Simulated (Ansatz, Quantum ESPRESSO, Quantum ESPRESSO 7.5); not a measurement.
## Cu(111) with two intrinsic faults two layers apart (four hcp-stacked layers): ballistic transmission

Aim: the zero-bias transmission with pwcond for this junction: Cu(111) with two intrinsic faults two layers apart (four hcp-stacked layers).

Calculated with Quantum ESPRESSO 7.5; plane-wave DFT, PBE, GBRV ultrasoft pseudopotentials (cross-check by Ansatz 0.2.0 with PAW datasets).

### 1. Starting point

The cell holds 16 atoms: 16 Cu. Cell: a = 2.574 Å, b = 2.574 Å, c = 33.625 Å, α = 90.0°, β = 90.0°, γ = 60.0°. It derives from Cu. Regions: left lead, 6 atoms (6 Cu); channel, 4 atoms (4 Cu); right lead, 6 atoms (6 Cu). The structure is stacked along c, and the current runs across the ab planes.

As a file:

```cif
data_structure
_symmetry_space_group_name_H-M 'P 1'
_symmetry_Int_Tables_number 1
_cell_length_a 2.5739
_cell_length_b 2.5739
_cell_length_c 33.6249
_cell_angle_alpha 90.000
_cell_angle_beta 90.000
_cell_angle_gamma 60.000
_cell_volume 192.91
loop_
_atom_site_label
_atom_site_type_symbol
_atom_site_fract_x
_atom_site_fract_y
_atom_site_fract_z
_atom_site_occupancy
Cu1 Cu 0.00000 0.00000 0.00000 1
Cu2 Cu 0.33333 0.33333 0.06250 1
Cu3 Cu 0.66667 0.66667 0.12500 1
Cu4 Cu 0.00000 0.00000 0.18750 1
Cu5 Cu 0.33333 0.33333 0.25000 1
Cu6 Cu 0.66667 0.66667 0.31250 1
Cu7 Cu 0.33333 0.33333 0.37500 1
Cu8 Cu 0.66667 0.66667 0.43750 1
Cu9 Cu 0.33333 0.33333 0.50000 1
Cu10 Cu 0.66667 0.66667 0.56250 1
Cu11 Cu 0.00000 0.00000 0.62500 1
Cu12 Cu 0.33333 0.33333 0.68750 1
Cu13 Cu 0.66667 0.66667 0.75000 1
Cu14 Cu 0.00000 0.00000 0.81250 1
Cu15 Cu 0.33333 0.33333 0.87500 1
Cu16 Cu 0.66667 0.66667 0.93750 1
```

### 2. SCF with pw.x

One periodic cell holds a stretch of lead, the junction and more lead; the atoms stay as built.

scf.in

```
&control
  prefix = 'scf'
  outdir = './out'
  pseudo_dir = './pseudo'
  calculation = 'scf'
  tprnfor = .true.
/
&system
  ibrav = 0
  nat = 16
  ntyp = 1
  ecutwfc = 40
  ecutrho = 200
  occupations = 'smearing'
  smearing = 'mv'
  degauss = 0.01
/
&electrons
  conv_thr = 1e-07
  mixing_beta = 0.25
  electron_maxstep = 120
  mixing_mode = 'local-TF'
/
ATOMIC_SPECIES
  Cu  63.5460  cu_pbe_v1.2.uspp.F.UPF
CELL_PARAMETERS angstrom
  2.57386868351903 0.00000000000000 0.00000000000000
  1.28693434175952 2.22903566593269 0.00000000000000
  0.00000000000000 0.00000000000000 33.62487967760381
ATOMIC_POSITIONS crystal
  Cu  0.000000000000 0.000000000000 0.000000000000
  Cu  0.333333333000 0.333333333000 0.062500000000
  Cu  0.666666667000 0.666666667000 0.125000000000
  Cu  0.000000000000 0.000000000000 0.187500000000
  Cu  0.333333333000 0.333333333000 0.250000000000
  Cu  0.666666667000 0.666666667000 0.312500000000
  Cu  0.333333333000 0.333333333000 0.375000000000
  Cu  0.666666667000 0.666666667000 0.437500000000
  Cu  0.333333333000 0.333333333000 0.500000000000
  Cu  0.666666667000 0.666666667000 0.562500000000
  Cu  0.000000000000 0.000000000000 0.625000000000
  Cu  0.333333333000 0.333333333000 0.687500000000
  Cu  0.666666667000 0.666666667000 0.750000000000
  Cu  0.000000000000 0.000000000000 0.812500000000
  Cu  0.333333333000 0.333333333000 0.875000000000
  Cu  0.666666667000 0.666666667000 0.937500000000
K_POINTS automatic
  11 11 1 0 0 0
```

The run is started by

```bash
> OMP_NUM_THREADS=1 mpirun -n 4 pw.x -nk 4 -in scf.in > scf.out
```

The program printed:

```text
Program PWSCF v.7.5 starts
[citation notice left out]

     Parallel version (MPI & OpenMP), running on       4 processor cores
     Number of MPI processes:                 4
     Threads/MPI process:                     1

     MPI processes distributed on     1 nodes
[...]
Current dimensions of program PWSCF are:
     Max number of different atomic species (ntypx) = 10
     Max number of k-points (npk) =  40000
     Max angular momentum in pseudopotentials (lmaxx) =  4
     Message from routine setup:
     using ibrav=0 with symmetry is DISCOURAGED, use correct ibrav instead

     K-points division:     npool     =       4
     Subspace diagonalization in iterative solution of the eigenvalue problem:
     a serial algorithm will be used

     G-vector sticks info
     --------------------
     sticks:   dense  smooth     PW     G-vecs:    dense   smooth      PW
     Sum         313     253     85                61787    44403    8511

     Using Slab Decomposition

     bravais-lattice index     =            0
     lattice parameter (alat)  =       4.8639  a.u.
     unit-cell volume          =    1301.8494 (a.u.)^3
     number of atoms/cell      =           16
     number of atomic types    =            1
     number of electrons       =       304.00
     number of Kohn-Sham states=          182
     kinetic-energy cutoff     =      40.0000  Ry
     charge density cutoff     =     200.0000  Ry
     scf convergence threshold =      1.0E-07
     mixing beta               =       0.2500
     number of iterations used =            8  local-TF  mixing
     Exchange-correlation= SLA  PW   PBE  PBE
                           (   1   4   3   4   0   0   0)

     celldm(1)=   4.863907  celldm(2)=   0.000000  celldm(3)=   0.000000
     celldm(4)=   0.000000  celldm(5)=   0.000000  celldm(6)=   0.000000

     crystal axes: (cart. coord. in units of alat)
               a(1) = (   1.000000   0.000000   0.000000 )
               a(2) = (   0.500000   0.866025   0.000000 )
               a(3) = (   0.000000   0.000000  13.063945 )

     reciprocal axes: (cart. coord. in units 2 pi/alat)
               b(1) = (  1.000000 -0.577350  0.000000 )
               b(2) = (  0.000000  1.154701  0.000000 )
               b(3) = (  0.000000  0.000000  0.076547 )

     PseudoPot. # 1 for Cu read from file:
     ./pseudo/cu_pbe_v1.2.uspp.F.UPF
     Pseudo is Ultrasoft + core correction, Zval = 19.0
     Generated by new atomic code, or converted to UPF format
     Using radial grid of  867 points,  6 beta functions with:
                l(1) =   0
                l(2) =   0
                l(3) =   1
                l(4) =   1
                l(5) =   2
                l(6) =   2
     Q(r) pseudized with  8 coefficients,  rinner =    1.150   1.150   1.150
                                                       1.150   1.150

     atomic species   valence    mass     pseudopotential
     Cu               19.00    63.54600     Cu( 1.00)

      6 Sym. Ops. (no inversion) found

   Cartesian axes

     site n.     atom                  positions (alat units)
         1        Cu     tau(   1) = (   0.0000000   0.0000000   0.0000000  )
         2        Cu     tau(   2) = (   0.5000000   0.2886751   0.8164966  )
         3        Cu     tau(   3) = (   1.0000000   0.5773503   1.6329932  )
         4        Cu     tau(   4) = (   0.0000000   0.0000000   2.4494897  )
         5        Cu     tau(   5) = (   0.5000000   0.2886751   3.2659863  )
         6        Cu     tau(   6) = (   1.0000000   0.5773503   4.0824829  )
         7        Cu     tau(   7) = (   0.5000000   0.2886751   4.8989795  )
         8        Cu     tau(   8) = (   1.0000000   0.5773503   5.7154761  )
         9        Cu     tau(   9) = (   0.5000000   0.2886751   6.5319726  )
        10        Cu     tau(  10) = (   1.0000000   0.5773503   7.3484692  )
        11        Cu     tau(  11) = (   0.0000000   0.0000000   8.1649658  )
        12        Cu     tau(  12) = (   0.5000000   0.2886751   8.9814624  )
        13        Cu     tau(  13) = (   1.0000000   0.5773503   9.7979590  )
        14        Cu     tau(  14) = (   0.0000000   0.0000000  10.6144556  )
        15        Cu     tau(  15) = (   0.5000000   0.2886751  11.4309521  )
        16        Cu     tau(  16) = (   1.0000000   0.5773503  12.2474487  )

     number of k points=    16  Marzari-Vanderbilt smearing, width (Ry)=  0.0100
                       cart. coord. in units 2pi/alat
        k(    1) = (   0.0000000   0.0000000   0.0000000), wk =   0.0165289
        k(    2) = (   0.0000000   0.1049728   0.0000000), wk =   0.0991736
        k(    3) = (   0.0000000   0.2099456   0.0000000), wk =   0.0991736
        k(    4) = (   0.0000000   0.3149183   0.0000000), wk =   0.0991736
        k(    5) = (   0.0000000   0.4198911   0.0000000), wk =   0.0991736
        k(    6) = (   0.0000000   0.5248639   0.0000000), wk =   0.0991736
        k(    7) = (   0.0909091   0.1574592   0.0000000), wk =   0.0991736
        k(    8) = (   0.0909091   0.2624319   0.0000000), wk =   0.1983471
        k(    9) = (   0.0909091   0.3674047   0.0000000), wk =   0.1983471
        k(   10) = (   0.0909091   0.4723775   0.0000000), wk =   0.1983471
[...]
k(   16) = (   0.2727273  -0.5773503   0.0000000), wk =   0.0991736

     Dense  grid:    61787 G-vectors     FFT dimensions: (  24,  24, 288)

     Smooth grid:    44403 G-vectors     FFT dimensions: (  20,  20, 256)

     Estimated max dynamical RAM per process >     239.30 MB

     Estimated total dynamical RAM >     911.95 MB

     Check: negative core charge=   -0.000002

     Initial potential from superposition of free atoms

     starting charge     288.0000, renormalised to     304.0000
     Starting wfcs are  208 randomized atomic wfcs

     total cpu time spent up to now is        4.3 secs

     per-process dynamical memory:   137.1 Mb

     Self-consistent Calculation

     iteration #  1     ecut=    40.00 Ry     beta= 0.25
     Davidson diagonalization with overlap
     ethr =  1.00E-02,  avg # of iterations =  3.2

     total cpu time spent up to now is       20.9 secs

     total energy              =   -6459.71236774 Ry
     estimated scf accuracy    <      82.58236528 Ry

     iteration #  2     ecut=    40.00 Ry     beta= 0.25
[...]
total energy              =   -6456.19766033 Ry
     estimated scf accuracy    <      19.54422850 Ry

     iteration #  3     ecut=    40.00 Ry     beta= 0.25
[...]
14.1389  14.2679  14.5715  15.0474  15.2409  16.1923  16.2690  17.0921
    19.6317  20.8821  20.9029  23.1711  23.2009  25.8220  25.8498  28.6089
    28.6972  28.8971  29.0073  29.1461  29.3904  29.4778  30.0518  30.0590
    30.9262  30.9558  31.7433  31.9134  32.1021  32.1341

          k = 0.0000 0.3149 0.0000 (  5552 PWs)   bands (ev):

   -96.8560 -96.8524 -96.8489 -96.8483 -96.8450 -96.8449 -96.8440 -96.8424
   -96.8420 -96.8413 -96.8400 -96.8390 -96.8377 -96.8369 -96.8350 -96.8348
   -54.2710 -54.2704 -54.2672 -54.2650 -54.2627 -54.2611 -54.2583 -54.2569
   -54.2555 -54.2539 -54.2519 -54.2476 -54.2465 -54.2427 -54.2422 -54.2394
   -54.2384 -54.2361 -54.2348 -54.2324 -54.2283 -54.2283 -54.2276 -54.2222
   -54.2203 -54.2178 -54.2158 -54.2153 -54.2141 -54.2134 -54.2127 -54.2112
   -54.2102 -54.2079 -54.2078 -54.2062 -54.2058 -54.2040 -54.2033 -54.2020
   -54.1999 -54.1998 -54.1978 -54.1977 -54.1949 -54.1943 -54.1939 -54.1918
     8.6030   8.7089   8.7308   9.0421   9.0724   9.5732   9.5871  10.1902
    10.2382  10.7570  10.9145  11.1759  11.3937  11.4233  11.5248  11.6119
    11.7509  11.7654  11.8271  11.8456  11.9102  11.9374  11.9776  12.0806
    12.1331  12.2224  12.2696  12.2734  12.2911  12.3438  12.3675  12.4159
    12.4599  12.4776  12.5280  12.6488  12.6748  12.6850  12.7801  12.7964
    12.8285  12.8561  12.8595  12.8774  12.8912  12.9061  12.9127  12.9560
    12.9713  13.0108  13.0244  13.0585  13.0737  13.0953  13.1840  13.1945
    13.2754  13.3335  13.3595  13.3983  13.4391  13.4517  13.4630  13.4845
    13.4933  13.5139  13.5290  13.5407  13.5463  13.5637  13.5706  13.5800
    13.6103  13.6261  13.6758  13.7219  13.7347  13.7701  13.7770  13.8102
    13.8876  13.9258  13.9961  14.0008  14.0243  14.0462  14.0911  14.1202
    14.5025  14.7532  15.2067  15.9070  16.2233  17.4233  17.5979  18.8126
    20.1365  21.7118  21.7662  23.9021  24.1236  24.8285  25.0111  25.3124
    25.4162  25.5342  26.0560  26.1530  26.6949  26.9320  27.0418  27.2802
    28.1003  28.2863  29.3131  29.6090  29.7569  30.0068

          k = 0.0000 0.4199 0.0000 (  5562 PWs)   bands (ev):

   -96.8530 -96.8501 -96.8465 -96.8462 -96.8428 -96.8427 -96.8409 -96.8397
   -96.8397 -96.8389 -96.8378 -96.8371 -96.8361 -96.8355 -96.8338 -96.8337
   -54.2838 -54.2825 -54.2765 -54.2746 -54.2722 -54.2713 -54.2698 -54.2694
   -54.2686 -54.2661 -54.2638 -54.2635 -54.2610 -54.2598 -54.2557 -54.2533
   -54.2516 -54.2465 -54.2396 -54.2375 -54.2340 -54.2307 -54.2276 -54.2252
   -54.2232 -54.2230 -54.2206 -54.2198 -54.2179 -54.2176 -54.2165 -54.2150
   -54.2144 -54.2139 -54.2128 -54.2109 -54.2106 -54.2087 -54.2080 -54.2065
   -54.2055 -54.2041 -54.2023 -54.2021 -54.1990 -54.1983 -54.1983 -54.1962
     9.9446   9.9636  10.0637  10.1260  10.2729  10.4121  10.5062  10.7192
    10.7756  10.9155  11.1126  11.1528  11.3044  11.4056  11.4893  11.5105
    11.5358  11.5869  11.6161  11.6416  11.6991  11.7714  11.8004  11.9144
    11.9778  12.0972  12.1473  12.3068  12.3915  12.5343  12.5591  12.6239
    12.6809  12.6945  12.7157  12.7437  12.7567  12.7574  12.7743  12.8075
    12.8228  12.8267  12.8741  12.9010  12.9612  12.9658  13.0233  13.0477
    13.1296  13.1535  13.2765  13.2782  13.3411  13.3691  13.5308  13.5380
    13.5669  13.6473  13.7129  13.7672  13.8110  13.8300  13.8306  13.8415
    13.8527  13.8625  13.8808  13.8816  13.8863  13.9074  13.9135  13.9157
    13.9313  13.9477  13.9675  13.9678  13.9692  13.9754  13.9859  14.0399
    14.0473  14.0666  14.1046  14.1214  14.1220  14.1463  14.2596  14.4127
    15.0438  15.5006  16.1241  16.9028  17.4758  18.5144  19.0877  20.1020
    20.8663  21.0522  21.2594  21.5131  21.9352  22.1359  22.5742  23.1578
    23.2228  23.4379  23.7508  24.1343  24.4834  24.9058  25.4350  25.9749
    25.9845  26.4622  27.3307  27.8352  28.1289  28.7553

          k = 0.0000 0.5249 0.0000 (  5568 PWs)   bands (ev):

   -96.8510 -96.8489 -96.8450 -96.8449 -96.8415 -96.8414 -96.8388 -96.8383
   -96.8383 -96.8372 -96.8363 -96.8359 -96.8351 -96.8348 -96.8332 -96.8332
   -54.2943 -54.2927 -54.2875 -54.2853 -54.2828 -54.2807 -54.2787 -54.2785
   -54.2776 -54.2763 -54.2752 -54.2730 -54.2712 -54.2689 -54.2688 -54.2666
   -54.2443 -54.2373 -54.2350 -54.2324 -54.2309 -54.2284 -54.2277 -54.2264
   -54.2238 -54.2237 -54.2233 -54.2218 -54.2216 -54.2207 -54.2201 -54.2196
   -54.2188 -54.2176 -54.2160 -54.2150 -54.2136 -54.2129 -54.2115 -54.2092
   -54.2091 -54.2067 -54.2055 -54.2046 -54.2015 -54.2012 -54.2008 -54.1989
    10.6317  10.6796  10.7258  10.7545  10.8611  10.8788  10.8959  10.9303
    10.9955  11.0120  11.0648  11.1043  11.1507  11.2456  11.3129  11.3763
    11.4086  11.4167  11.4694  11.5383  11.5902  11.7020  11.7446  11.8745
    11.9159  12.0296  12.0873  12.3413  12.4332  12.5557  12.6250  12.6687
    12.6826  12.6859  12.7247  12.7297  12.7395  12.7493  12.8342  12.8524
    12.8793  12.9799  13.0206  13.0567  13.0906  13.1049  13.1802  13.3153
    13.3483  13.3795  13.4293  13.5946  13.6161  13.6889  13.7037  13.8460
    13.8493  13.8957  13.9394  13.9902  14.0167  14.0387  14.0441  14.0509
    14.0563  14.0616  14.0697  14.0769  14.0851  14.0874  14.0913  14.1073
    14.1097  14.1203  14.1235  14.1339  14.1411  14.1477  14.1791  14.2004
    14.4743  14.7863  14.9813  15.1132  15.2836  15.5237  15.7056  15.7529
    15.9976  16.6294  16.6957  17.3956  17.4605  17.8336  17.9169  18.0422
    19.5035  19.6479  19.9246  20.2992  20.6649  20.9380  21.4904  21.5469
    22.1338  22.6186  22.8889  23.2100  23.4452  24.1147  24.1818  24.9133
    25.2186  26.0042  26.0531  26.7338  27.3170  27.9682

[...]
the Fermi energy is    15.7226 ev

!    total energy              =   -6460.51454030 Ry
     estimated scf accuracy    <       0.00000009 Ry
     smearing contrib. (-TS)   =      -0.00097160 Ry
     internal energy E=F+TS    =   -6460.51356870 Ry

     The total energy is F=E-TS. E is the sum of the following terms:
     one-electron contribution =   -4338.39034276 Ry
     hartree contribution      =    2348.64854129 Ry
     xc contribution           =    -620.87654157 Ry
     ewald contribution        =   -3849.89522567 Ry

     convergence has been achieved in  13 iterations

     Forces acting on atoms (cartesian axes, Ry/au):

     atom    1 type  1   force =     0.00000000    0.00000000    0.00010267
     atom    2 type  1   force =     0.00000000    0.00000000    0.00004399
     atom    3 type  1   force =     0.00000000    0.00000000   -0.00036588
     atom    4 type  1   force =     0.00000000    0.00000000   -0.00038423
     atom    5 type  1   force =     0.00000000    0.00000000   -0.00116393
     atom    6 type  1   force =     0.00000000    0.00000000   -0.00160125
     atom    7 type  1   force =     0.00000000    0.00000000    0.00037332
     atom    8 type  1   force =     0.00000000    0.00000000   -0.00038051
     atom    9 type  1   force =     0.00000000    0.00000000    0.00158523
     atom   10 type  1   force =     0.00000000    0.00000000    0.00115702
     atom   11 type  1   force =     0.00000000    0.00000000    0.00037864
     atom   12 type  1   force =     0.00000000    0.00000000    0.00036466
     atom   13 type  1   force =     0.00000000    0.00000000   -0.00004456
     atom   14 type  1   force =     0.00000000    0.00000000   -0.00009187
     atom   15 type  1   force =     0.00000000    0.00000000   -0.00005498
     atom   16 type  1   force =     0.00000000    0.00000000    0.00008170

     Total force =     0.002940     Total SCF correction =     0.001687
     SCF correction compared to forces is large: reduce conv_thr to get better values

[...]
=------------------------------------------------------------------------------=
   JOB DONE.
=------------------------------------------------------------------------------=
```

Run time: 2.9 min. Hardware: 4 MPI ranks of Arm Neoverse V1, shared host; peak memory 1.1 GiB; 12 min of CPU time.

Read from the output:

| Item | Value |
| --- | --- |
| free energy | -87899.7783 eV |
| Fermi energy | 15.72 eV |

The program's own clock; routines nest. Time by routine:

```
     routine  wall time (s)  calls
       PWSCF          176.3      1
   electrons          169.9      1
     c_bands          156.3     13
     cegterg          148.3     52
       h_psi          54.49    289
        fftw          24.77  58446
    vloc_psi          24.28    289
      calbec          22.01    357
h_psi:calbec          14.74    289
  add_vuspsi          14.73    289
       s_psi          14.67    289
     cdiaghg          13.97    285
    sum_band          11.44     13
    init_run           4.13      1
```

The run needed 13 iterations to bring the estimated error under 1e-07 Ry; the largest force on any atom, held or free, is 0.04 eV/Å.

[end of part 1 of 3]

[Logs are printed without paths, hosts, clocks, repeated set-up lines and the standing remarks that a program may print on its own settings, such as how far it seeks lower states.]

[Hosts, paths, dates, database ids (printed as entryN), source tags and the programs' standing remarks are cut or masked in the printed files.]

[Maps of the electrostatic potential energy from Ansatz leave out the sawtooth potential of an applied field or a dipole correction, so their vacuum need not be flat; planar profiles and work functions include it.]
